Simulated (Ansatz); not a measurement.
# Static equation of state of glassy 43SiO2-23Al2O3-34BaO (mol %) (109 atoms)

Density of this cell: 3.63 g/cm³. The cell holds 109 atoms: 15 Si, 16 Al, 12 Ba and 66 O. Its edges and angles: a = 11.918 Å, b = 11.847 Å, c = 11.526 Å, α = 90.9°, β = 88.4°, γ = 88.7°. The starting structure: 109 atoms (15 Si, 16 Al, 12 Ba, 66 O) placed at random at 3.69 g/cm³, melted at 4000 K for 10 ps at fixed volume with the Morse and Coulomb pair potential with partial charges (Pedone, Malavasi, Menziani, Cormack and Segre, J. Phys. Chem. B 110, 11780 (2006)). Quenched from 4000 K to 300 K at 50 K/ps and fixed volume, held 10 ps at zero pressure.

Calculated with Ansatz 0.2.0: Kohn-Sham DFT, PBE, PAW (set soft_2), plane waves; cutoff 420 eV, Γ point, fixed occupations. Cell and atoms were relaxed first, to V0 = 14.919 Å³ an atom at a residual P0 = 0.017 GPa. The cell was then scaled evenly, and the atoms were relaxed at each volume.

| volume (Å³/atom) | pressure (GPa) |
| --- | --- |
| 13.427 | 6.210 |
| 14.024 | ? |
| 14.472 | 1.734 |
| 15.367 | -1.526 |
| 15.814 | -2.613 |

**Question.** Fit the third-order Birch–Murnaghan equation to the rows given and interpolate to the withheld row.

Worked fit:

Take the Eulerian strain f = ½[(V0/V)^(2/3) − 1] and the normalised pressure F = (P − P0) / [3f(1 + 2f)^(5/2)]. The third-order Birch–Murnaghan equation is then the line F = B0 + (3/2)B0(B′ − 4) f, so u = f and v = F.

| u = f | v = F (GPa) |
| --- | --- |
| 0.0363830 | 47.6047 |
| 0.0102570 | 53.0557 |
| -0.00975631 | 55.3776 |
| -0.0190505 | 50.7025 |

With n = 4: mean u = 0.00445831, mean v = 51.6851, Σ(u − ū)² = 0.0018075, Σ(u − ū)(v − v̄) = -0.15171. Slope b = -0.15171 / 0.0018075 = -83.930; intercept a = v̄ − b ū = 52.059.

So B0 = a = 52.1 GPa and B′ = 4 + 2b/(3a) = 2.93. At the withheld volume f = 0.02106, F = a + b f = 50.29 GPa, and P = P0 + 3f(1 + 2f)^(5/2) F.

Prediction at 14.024: 3.539 GPa. The run gave 3.580 GPa, so the fit is low by 0.041 GPa (1.2 % of the value).

The series isn't one smooth equation of state: even a line fitted to all rows, the withheld one included, misses F by up to 5.9 %, the count of bonds changes along the series and an atom moves over 0.5 Å in some relaxation. B0 and B′ are then only the numbers of this fit, not moduli of the material. Among the rows given, the largest miss of the fit is at 13.427, by 0.18 GPa (2.1 % of the range of the table).

Limits: Static cells at zero temperature; the cell shape is held. The program notes that the SCF threshold of these relaxations is loose for the stress. The quench rate of 50 K/ps is many orders above laboratory rates, so the cell is likely richer in defects and strain than a real sample. The network of bonds at the start is that of the classical potential that made the cell, and needn't be the one that DFT or experiment would give. Only the Γ point is sampled, in a cell whose shortest periodic width is 12 Å.

[Hosts, paths, dates, database ids (printed as entryN), source tags and the programs' standing remarks are cut or masked in the printed files.]
